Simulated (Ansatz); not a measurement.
**CsAgMoO4 (built on the sites of a database entry of CsLiMoO4): phonons and vibrational spectra**

How does CsAgMoO4 (built on the sites of a database entry of CsLiMoO4) vibrate, and is this structure a minimum?

Main program and level: Ansatz 0.2.0; DFT PBEsol, scalar-relativistic, plane waves, PAW.

The structure was built from a prototype and need not be the compound's stable phase.

## Step 1: The starting structure

Symmetry: F-43m, No. 216, cubic system. The conventional cell has a = 8.490 Å, b = 8.490 Å, c = 8.490 Å, α = 90.00°, β = 90.00°, γ = 90.00°. Nearest to Cs lie 12 O at 3.53 Å. Ag has 4 O at 1.89 Å nearest. Nearest to Mo lie 4 O at 1.78 Å. Nearest to O lie 1 Mo at 1.78 Å and 1 Ag at 1.89 Å and 3 Cs at 3.53 Å. Farther neighbours and most contacts between anions are not listed.

Structure file:

```cif
data_structure
_symmetry_space_group_name_H-M 'F-43m'
_symmetry_Int_Tables_number 216
_cell_length_a 8.4899
_cell_length_b 8.4899
_cell_length_c 8.4899
_cell_angle_alpha 90.000
_cell_angle_beta 90.000
_cell_angle_gamma 90.000
_cell_volume 611.93
loop_
_atom_site_label
_atom_site_type_symbol
_atom_site_symmetry_multiplicity
_atom_site_Wyckoff_symbol
_atom_site_fract_x
_atom_site_fract_y
_atom_site_fract_z
_atom_site_occupancy
Cs1 Cs 4 c 0.25000 0.25000 0.25000 1
Ag1 Ag 4 b 0.50000 0.00000 0.00000 1
Mo1 Mo 4 d 0.25000 0.25000 0.75000 1
O1 O 16 e 0.87121 0.37121 0.12879 1
```

## Step 2: Coarse relaxation

A rough relaxation comes first, because large forces or stress need no tight tolerances yet.

File input.yaml:

```yaml
crystal:
  lattice:
    - [0.0, 4.24493, 4.24493]
    - [4.24493, 0.0, 4.24493]
    - [4.24493, 4.24493, 0.0]
  atoms:
    - { symbol: Cs, position: [0.75, 0.75, 0.75] }
    - { symbol: Ag, position: [0.5, 0.5, 0.5] }
    - { symbol: Mo, position: [0.25, 0.25, 0.25] }
    - { symbol: O, position: [0.88636748, 0.37121084, 0.37121084] }
    - { symbol: O, position: [0.37121084, 0.37121084, 0.88636748] }
    - { symbol: O, position: [0.37121084, 0.88636748, 0.37121084] }
    - { symbol: O, position: [0.37121084, 0.37121084, 0.37121084] }
kpoints:
  mp_grid: { grid: [4, 4, 4] }
hamiltonian:
  xc: pbesol
scf:
  occupations: { method: gaussian, width: 0.1 }
output:
  forces: true
  stress: true
  eigenvalues: true
relax:
  adjacent_minimum: "off"
  f_tol: 0.05
  max_steps: 80
  cell: { stress_tol: 0.5 }
```

The run is started by

```bash
$ ansatz run input.yaml --threads 8 --pin off --max-ram 14336MiB --backend cpu --events-out ev --progress --plain --runs-dir out
```

Numbers of over 12 decimals in the logs are rounded to 6 here.

The program printed:

```text
The last accepted step is kept in <dir> (removed where the run ends without a failure and the disk answers)
Engine: ansatz 0.2.0, x86_64-unknown-linux-gnu
Pseudopotentials: kind: paw
Pseudopotential: Cs, paw, valence charge 9, recommended cutoff 420 eV (normal), Cs.paw.azcp
Pseudopotential: Ag, paw, valence charge 19, recommended cutoff 420 eV (normal), Ag.paw.azcp
[...]
- [0, 4.552536, 4.552536]
    - [4.552536, 0, 4.552536]
    - [4.552536, 4.552536, 0]
  atoms:
    - { symbol: Cs, position: [0.75, 0.75, 0.75] }
    - { symbol: Ag, position: [0.5, 0.5, 0.5] }
    - { symbol: Mo, position: [0.25, 0.25, 0.25] }
    - { symbol: O, position: [0.914069, 0.361977, 0.361977] }
    - { symbol: O, position: [0.361977, 0.361977, 0.914069] }
    - { symbol: O, position: [0.361977, 0.914069, 0.361977] }
    - { symbol: O, position: [0.361977, 0.361977, 0.361977] }
[key lines of the parts left out:]
SCF converged after 5 iterations
Free energy (F): -20249.769125 eV
Fermi energy:    4.453899 eV
P = ⅓ Tr σ = 0.3328 GPa (3.328 kbar)
```

Elapsed: 4.1 s, on 8 threads of Intel Xeon 6975P-C (Granite Rapids), shared host; peak memory 0.7 GiB; 24 s of CPU time.

Relaxation path:

```
step  energy less that of the first step (eV)  largest force component (eV/Å)  pressure (GPa)  volume (Å³)
   1                                   0.0000                          2.5643           12.32       152.98
   2                                  -1.5642                          0.9781            3.52       169.90
   3                                  -1.8520                          0.1884            1.61       178.58
   4                                  -1.8790                          0.2070           -0.60       185.18
   5                                  -1.8846                          0.0071            0.03       184.88
  6*                                  -2.0468                          0.0152            1.25       184.88
   7                                  -2.0577                          0.0057            0.32       188.71
  8*                                  -2.0651                          0.0054            0.33       188.71
```

Relaxation steps marked * repeat the geometry before them on a plane-wave basis chosen anew for their cell, so energy and pressure can jump there.

Forces are held to the 24 operations that the run works with; a distortion that breaks them can't arise in this run.

```
conventional cell, symmetrised  before  after   change
                         a (Å)   8.490  9.105   +7.2 %
                         b (Å)   8.490  9.105   +7.2 %
                         c (Å)   8.490  9.105   +7.2 %
              volume (Å³/atom)   21.85  26.96  +23.4 %
```

The atoms that moved most (Å, as changes of fractional coordinates times the final cell):

```
atom      dx      dy      dz  length
  O7  -0.084  -0.084  -0.084   0.146
  O5   0.084   0.084  -0.084   0.146
  O4  -0.084   0.084   0.084   0.146
  O6   0.084  -0.084   0.084   0.146
```

This step gave:

| Property | Result |
| --- | --- |
| pressure | 0.3328 GPa |
| gap on the k-mesh | 2.856 eV |
| volume per atom | 26.96 Å³ |
| direct gap on mesh | 3.472 eV |

In this step the volume went from 21.85 to 26.96 Å³/atom.

## Step 3: Relaxation

Harmonic phonons are second derivatives at a point where the forces vanish, and they are wanted at zero stress, so atoms and cell are relaxed first.

File input.yaml:

```yaml
crystal:
  lattice:
    - [0.0, 4.5525360361, 4.5525360361]
    - [4.5525360361, 0.0, 4.5525360361]
    - [4.5525360361, 4.5525360361, 0.0]
  atoms:
    - { symbol: Cs, position: [0.75, 0.75, 0.75] }
    - { symbol: Ag, position: [0.5, 0.5, 0.5] }
    - { symbol: Mo, position: [0.25, 0.25, 0.25] }
    - { symbol: O, position: [0.9140692923, 0.3619769026, 0.3619769026] }
    - { symbol: O, position: [0.3619769026, 0.3619769026, 0.9140692923] }
    - { symbol: O, position: [0.3619769026, 0.9140692923, 0.3619769026] }
    - { symbol: O, position: [0.3619769026, 0.3619769026, 0.3619769026] }
kpoints:
  mp_grid: { grid: [4, 4, 4] }
hamiltonian:
  xc: pbesol
scf:
  occupations: { method: gaussian, width: 0.02 }
output:
  forces: true
  stress: true
  eigenvalues: true
  write_density: true
  write_potential: true
  elf: true
  volumetric_format: npy
relax:
  adjacent_minimum: "off"
  f_tol: 0.005
  max_steps: 80
  cell: { stress_tol: 0.05 }
```

The program printed:

```text
[...]
Crystal: 7 atoms, lattice volume = 188.708 Å³
Basis set: ecut = 420 eV, 3695 PW (Γ), exchange–correlation on 90×90×90 points (8 copies of the dense FFT grid, shifted against one another)
Bands: 40, of which v1, the nominal top of the filled ones, is band 33 counted from 1 (32 counted from 0)
Symmetry: 24 space group operations
[...]
k-points: 8 of 64 (time reversal used)
[...]
SCF iter   1: F=—  HF=-20249.801496 eV  |F-HF|=—  |Δ(HF+E_count)|=         —  Δρ=9.65e-3  dr2=1.88e-1  ethr=1.77e-3  ⟨swp⟩=6.5  Hψ=1333  notcnv=0
[...]
SCF iter   8: F=-20249.769125 eV  HF=-20249.769125 eV  |F-HF|=3.74e-9  |Δ(HF+E_count)|=   2.16e-7  Δρ=2.62e-6  dr2=1.32e-8  ethr=1.52e-10  ⟨swp⟩=14.2  Hψ=2313  notcnv=0
SCF 1 converged in 8 iterations: F = -20249.769125 eV  dr2 = 1.32e-8
[...]
relax step   1: F+E_penalty+E_count = -20249.76912538 eV  Δ(F+E_penalty+E_count) = +0.000e0 eV  max|allowed force component| = 5.428e-3 eV/Å  Δτ_max = 0.0000 Å  P = +0.333 GPa  Ω = 188.708 Å³  (8 SCF iters, dr2 threshold 1.00e-7 eV, accepted)
Crystal: 7 atoms, lattice volume = 189.729 Å³
Basis set: ecut = 420 eV, 3719 PW (Γ), exchange–correlation on 90×90×90 points (8 copies of the dense FFT grid, shifted against one another)
[...]
SCF iter   6: F=-20249.768838 eV  HF=-20249.768838 eV  |F-HF|=7.60e-8  |Δ(HF+E_count)|=   3.20e-7  Δρ=5.02e-6  dr2=7.30e-8  ethr=4.19e-10  ⟨swp⟩=7.5  Hψ=2201  notcnv=0
SCF 2 converged in 6 iterations: F = -20249.768838 eV  dr2 = 7.30e-8
relax step   2: F+E_penalty+E_count = -20249.76883821 eV  Δ(F+E_penalty+E_count) = +2.872e-4 eV  max|allowed force component| = 1.060e-2 eV/Å  Δτ_max = 0.0022 Å  P = +0.094 GPa  Ω = 189.729 Å³  energy of the carried Pulay correction = -1.762e-3 eV  (6 SCF iters, dr2 threshold 2.77e-7 eV, accepted)
Crystal: 7 atoms, lattice volume = 190.280 Å³
[...]
SCF iter   7: F=-20249.768116 eV  HF=-20249.768116 eV  |F-HF|=6.02e-9  |Δ(HF+E_count)|=   1.56e-8  Δρ=1.22e-6  dr2=3.84e-9  ethr=3.32e-11  ⟨swp⟩=8.4  Hψ=1921  notcnv=0
SCF 3 converged in 7 iterations: F = -20249.768116 eV  dr2 = 3.84e-9
relax step   3: F+E_penalty+E_count = -20249.76811630 eV  Δ(F+E_penalty+E_count) = +7.219e-4 eV  max|allowed force component| = 9.028e-4 eV/Å  Δτ_max = 0.0017 Å  P = +0.004 GPa  Ω = 190.280 Å³  energy of the carried Pulay correction = -2.707e-3 eV  (7 SCF iters, dr2 threshold 2.19e-8 eV, accepted)
[...]
SCF iter   6: F=-20249.771509 eV  HF=-20249.771509 eV  |F-HF|=2.87e-10  |Δ(HF+E_count)|=   1.11e-9  Δρ=1.43e-7  dr2=1.73e-11  ethr=1.00e-12  ⟨swp⟩=7.4  Hψ=1560  notcnv=0
SCF 4 converged in 6 iterations: F = -20249.771509 eV  dr2 = 1.73e-11
relax step   4: F+E_penalty+E_count = -20249.77150947 eV  Δ(F+E_penalty+E_count) = -3.393e-3 eV  max|allowed force component| = 9.946e-4 eV/Å  Δτ_max = 0.0000 Å  P = +0.031 GPa  Ω = 190.280 Å³  stress off target by 3.06e-2 GPa  SCF on the basis re-selected at this cell (its energy is not comparable with the rows above)  (6 SCF iters)
[...]
WARN: The input density's exchange-correlation potential varies sharply where the density is thin. Do not read a vacuum level from v_tot or v_xc, or from such a field of the output density. On a cell that repeats whose density bears no net charge and no dipole along the vacuum's axis use v_es (v_loc + v_h of the components); under efield.dipole_correction with no amplitude use v_es + v_field, which holds any external [...]
SCF converged after 6 iterations
Free energy (F): -20249.771509 eV
[...]
Internal energy: -20249.771509 eV  (E = F + TS)
E sigma→0 (E₀):  -20249.771509 eV
Fermi energy:    4.363443 eV
[...]
--- Forces (eV/Å), atoms counted from 1 ---
  atom   1  Cs    -0.00000000     0.00000000     0.00000000
  atom   2  Ag     0.00000000    -0.00000000    -0.00000000
  atom   3  Mo     0.00000000    -0.00000000    -0.00000000
  atom   4  O      0.00099464    -0.00099464    -0.00099464
  atom   5  O     -0.00099464    -0.00099464     0.00099464
  atom   6  O     -0.00099464     0.00099464    -0.00099464
  atom   7  O      0.00099464     0.00099464     0.00099464
  max |Σ_I F_I| component: 1.79e-16 eV/Å
--- Stress (GPa, compression-positive) ---
        0.030569      -0.000000      -0.000000
       -0.000000       0.030569       0.000000
       -0.000000       0.000000       0.030569
  P = ⅓ Tr σ = 0.0306 GPa (0.306 kbar)
--- Band table (eV; the first three rows and the last of 8) ---
  k-point 0: bands = [... 29 lower, 1.5965, 2.1309, 2.1309, 2.1309, 5.8002, 6.7301, 6.7301, 8.5788, ... 3 higher]
  k-point 1: bands = [... 29 lower, 1.8144, 2.4851, 2.4851, 2.5357, 6.2225, 6.7011, 6.7011, 7.9457, ... 3 higher]
  k-point 2: bands = [... 29 lower, 1.8387, 2.7672, 2.7672, 2.9238, 6.6727, 6.6727, 6.7245, 7.6475, ... 3 higher]
  k-point 7: bands = [... 29 lower, 2.4674, 2.6947, 2.8887, 2.9264, 6.4639, 6.7034, 6.9577, 7.8012, ... 3 higher]
--- Relaxed structure (3 steps of the walk, 3 accepted, 1 SCFs on fresh bases) ---
[...]
cell:  # Å, volume = 190.2798 Å³
    - [0, 4.565141, 4.565141]
    - [4.565141, 0, 4.565141]
    - [4.565141, 4.565141, 0]
  atoms:
    - { symbol: Cs, position: [0.75, 0.75, 0.75] }
    - { symbol: Ag, position: [0.5, 0.5, 0.5] }
    - { symbol: Mo, position: [0.25, 0.25, 0.25] }
    - { symbol: O, position: [0.914795, 0.361735, 0.361735] }
    - { symbol: O, position: [0.361735, 0.361735, 0.914795] }
    - { symbol: O, position: [0.361735, 0.914795, 0.361735] }
    - { symbol: O, position: [0.361735, 0.361735, 0.361735] }
```

Wall time 2.3 s (8 threads); peak memory 0.69 GiB; 13 s of CPU time.

Step by step:

```
step  energy less that of the first step (eV)  largest force component (eV/Å)  pressure (GPa)  volume (Å³)
   1                                   0.0000                          0.0054            0.33       188.71
   2                                   0.0003                          0.0106            0.09       189.73
   3                                   0.0010                          0.0009            0.00       190.28
  4*                                  -0.0024                          0.0010            0.03       190.28
```

Relaxation steps marked * repeat the geometry before them on a plane-wave basis chosen anew for their cell, so energy and pressure can jump there.

Forces are held to the 24 operations that the run works with; a distortion that breaks them can't arise in this run.

```
conventional cell, symmetrised  before  after  change
                         a (Å)   9.105  9.130  +0.3 %
                         b (Å)   9.105  9.130  +0.3 %
                         c (Å)   9.105  9.130  +0.3 %
              volume (Å³/atom)   26.96  27.18  +0.8 %
```

This step gave:

| Property | Result |
| --- | --- |
| pressure | 0.03057 GPa |
| gap on the k-mesh | 2.874 eV |
| volume per atom | 27.18 Å³ |
| direct gap on mesh | 3.491 eV |

Valence density in the ac plane of the conventional cell at fractional y = 0.250, with atoms of Cs and Mo within 0.2 Å of it. It is the smooth field of the valence electrons, not physical close to the nuclei.

Values in e/Å³, 13 rows by 16 columns, each cell a mean:
```
0.0 0.1 0.1 0.1 0.1 0.1 0.1 0.0 0.0 0.0 0.0 0.0 0.0 0.0 0.0 0.0
0.0 0.2 0.3 0.4 0.4 0.4 0.2 0.1 0.0 0.0 0.2 0.4 0.5 0.2 0.0 0.0
0.0 0.2 0.7 3.6 4.4 1.3 0.2 0.1 0.0 0.1 0.6 0.9 0.8 0.8 0.2 0.0
0.0 0.1 0.8 4.6 5.5 1.7 0.2 0.1 0.0 0.1 0.7 0.8 0.6 0.9 0.2 0.0
0.0 0.2 0.4 0.8 1.0 0.5 0.2 0.1 0.0 0.0 0.3 0.7 0.7 0.4 0.1 0.0
0.0 0.1 0.1 0.1 0.1 0.1 0.1 0.0 0.0 0.0 0.0 0.1 0.1 0.0 0.0 0.0
0.0 0.0 0.0 0.0 0.0 0.0 0.0 0.0 0.0 0.0 0.0 0.0 0.0 0.0 0.0 0.0
0.0 0.0 0.1 0.1 0.1 0.1 0.0 0.0 0.0 0.1 0.2 0.2 0.1 0.2 0.1 0.0
0.0 0.1 0.4 0.8 0.9 0.5 0.1 0.0 0.0 0.2 0.5 1.5 1.8 0.7 0.3 0.1
0.0 0.1 0.8 0.7 0.5 1.0 0.2 0.0 0.0 0.1 0.9 5.2 6.0 1.9 0.2 0.1
0.0 0.1 0.5 0.9 0.9 0.7 0.2 0.0 0.0 0.2 0.6 2.6 3.1 1.0 0.2 0.1
0.0 0.0 0.1 0.2 0.3 0.1 0.0 0.0 0.0 0.1 0.3 0.3 0.2 0.3 0.2 0.1
0.0 0.0 0.0 0.0 0.0 0.0 0.0 0.0 0.0 0.0 0.1 0.0 0.0 0.1 0.0 0.0
```
Columns run along a (9.1 Å), rows up along c (9.1 Å), edges of the conventional cell, whose origin can differ from the input's. Atoms in or near the plane, at fractional coordinates: Cs at (0.25, 0.25), Cs at (0.75, 0.75), Mo at (0.75, 0.25), Mo at (0.25, 0.75).

ELF in the ac plane of the conventional cell at fractional y = 0.250, with atoms of Cs and Mo within 0.2 Å of it. It is the smooth field of the valence electrons, not physical close to the nuclei.

Ten even steps from '0' (0.01) to '9' (0.88), each cell a mean:
```
00222100122100000000000000
02454211355310000123320000
13665212366520003688875100
13553343345420027999998400
01323677523210049985699720
00115756721100069940279820
01114767622100059962389820
02433566334310048998899610
14664222356520015899997300
13565211466420001467652000
01343101244200000011100000
00111000011000000000000000
00000000000000022210012210
00001233200000245421135531
00036888751001366521236652
00279999984001355334334542
00499856997200132367752321
00699402798200011575672110
00599623898200111476762210
00489988996100243356633431
00158999973001466422235652
00014676520001356521146642
00000111000000134310124420
00000000000000011100001100
```
Columns run along a (9.1 Å), rows up along c (9.1 Å), edges of the conventional cell, whose origin can differ from the input's. Atoms in or near the plane, at fractional coordinates: Cs at (0.25, 0.25), Cs at (0.75, 0.75), Mo at (0.75, 0.25), Mo at (0.25, 0.75).

Electrostatic potential energy in the ac plane of the conventional cell at fractional y = 0.250, with atoms of Cs and Mo within 0.2 Å of it. With pseudopotentials it is smooth inside the atoms' cores, unlike the true potential.

Values in eV, 13 rows by 16 columns, each cell a mean:
```
  9   9   8   8   7   8   9   9   8   8   7   6   6   7   7   8
  8   8   4  -3  -5   3   7   8   8   6   2  -6  -7   0   5   7
  8   6 -10 -43 -47 -21   4   8   7   4 -11 -21 -20 -17   1   6
  8   5 -14 -49 -51 -27   3   8   7   3 -14 -20 -19 -19   0   6
  8   7   2 -12 -15  -1   6   8   8   5  -1 -12 -13  -4   4   7
  9   9   8   7   6   7   8   9   8   7   6   5   5   6   7   8
  8   8   8   7   7   8   8   8   8   8   8   8   8   8   8   8
  8   7   5   3   2   5   7   8   9   8   7   5   5   7   8   9
  7   5  -4 -17 -18  -9   3   7   8   7  -1 -23 -27  -7   5   8
  7   3 -15 -20 -18 -20   0   6   8   5 -16 -51 -52 -30   3   8
  7   4  -8 -20 -20 -13   2   7   8   6  -6 -34 -39 -14   5   8
  8   7   4  -1  -2   3   6   8   9   8   6   2   1   5   8   9
  8   8   7   7   7   7   8   8   9   9   8   8   8   8   9   9
```
Columns run along a (9.1 Å; values clipped at the 3rd and 97th percentile), rows up along c (9.1 Å), edges of the conventional cell, whose origin can differ from the input's. Atoms in or near the plane, at fractional coordinates: Cs at (0.25, 0.25), Cs at (0.75, 0.75), Mo at (0.75, 0.25), Mo at (0.25, 0.75).

In this step the volume went from 26.96 to 27.18 Å³/atom.

## Step 4: Tight relaxation

Phonons need a cell at rest on their own settings, so the relaxation is repeated with tight tolerances on forces and stress, using the mesh and the filling of the phonon run that follows.

File input.yaml:

```yaml
crystal:
  lattice:
    - [0.0, 4.5651414399, 4.5651414399]
    - [4.5651414399, 0.0, 4.5651414399]
    - [4.5651414399, 4.5651414399, 0.0]
  atoms:
    - { symbol: Cs, position: [0.75, 0.75, 0.75] }
    - { symbol: Ag, position: [0.5, 0.5, 0.5] }
    - { symbol: Mo, position: [0.25, 0.25, 0.25] }
    - { symbol: O, position: [0.9147950655, 0.3617349782, 0.3617349782] }
    - { symbol: O, position: [0.3617349782, 0.3617349782, 0.9147950655] }
    - { symbol: O, position: [0.3617349782, 0.9147950655, 0.3617349782] }
    - { symbol: O, position: [0.3617349782, 0.3617349782, 0.3617349782] }
kpoints:
  mp_grid: { grid: [4, 4, 4] }
hamiltonian:
  xc: pbesol
scf:
  occupations: { method: fixed }
output:
  forces: true
  stress: true
  eigenvalues: true
relax:
  adjacent_minimum: "off"
  f_tol: 0.001
  max_steps: 60
  cell: { stress_tol: 0.01 }
```

The program printed:

```text
[...]
Crystal: 7 atoms, lattice volume = 190.280 Å³
Basis set: ecut = 420 eV, 3719 PW (Γ), exchange–correlation on 90×90×90 points (8 copies of the dense FFT grid, shifted against one another)
Bands: 40, of which v1, the nominal top of the filled ones, is band 33 counted from 1 (32 counted from 0)
Symmetry: 24 space group operations
[...]
k-points: 8 of 64 (time reversal used)
[...]
- [0, 4.565837, 4.565837]
    - [4.565837, 0, 4.565837]
    - [4.565837, 4.565837, 0]
  atoms:
    - { symbol: Cs, position: [0.75, 0.75, 0.75] }
    - { symbol: Ag, position: [0.500000, 0.500000, 0.500000] }
    - { symbol: Mo, position: [0.25, 0.25, 0.25] }
    - { symbol: O, position: [0.914822, 0.361726, 0.361726] }
    - { symbol: O, position: [0.361726, 0.361726, 0.914822] }
    - { symbol: O, position: [0.361726, 0.914822, 0.361726] }
    - { symbol: O, position: [0.361726, 0.361726, 0.361726] }
[key lines of the parts left out:]
SCF converged after 8 iterations
Free energy (F): -20249.771373 eV
Fermi energy:    2.921324 eV
P = ⅓ Tr σ = 0.0091 GPa (0.091 kbar)
```

It took 1.6 s on 8 threads; peak memory 0.7 GiB; 9.8 s of CPU time.

Little changed from the start: no atom moved by 0.005 Å and no cell edge by 0.1 %.

Numbers from this step:

```
pressure           : 0.009123 GPa
gap on the k-mesh  : 2.875 eV
volume per atom    : 27.20 Å³
direct gap on mesh : 3.492 eV
```

The largest force component left is 0.66 meV/Å and the pressure is 0.009 GPa, within the tolerances set. The cell now holds 27.20 Å³/atom.

(Part 1 of 4 ends here.)

[Logs are printed without paths, hosts, clocks, repeated set-up lines and the standing remarks that a program may print on its own settings, such as how far it seeks lower states.]

[Hosts, paths, dates, database ids (printed as entryN), source tags and the programs' standing remarks are cut or masked in the printed files.]
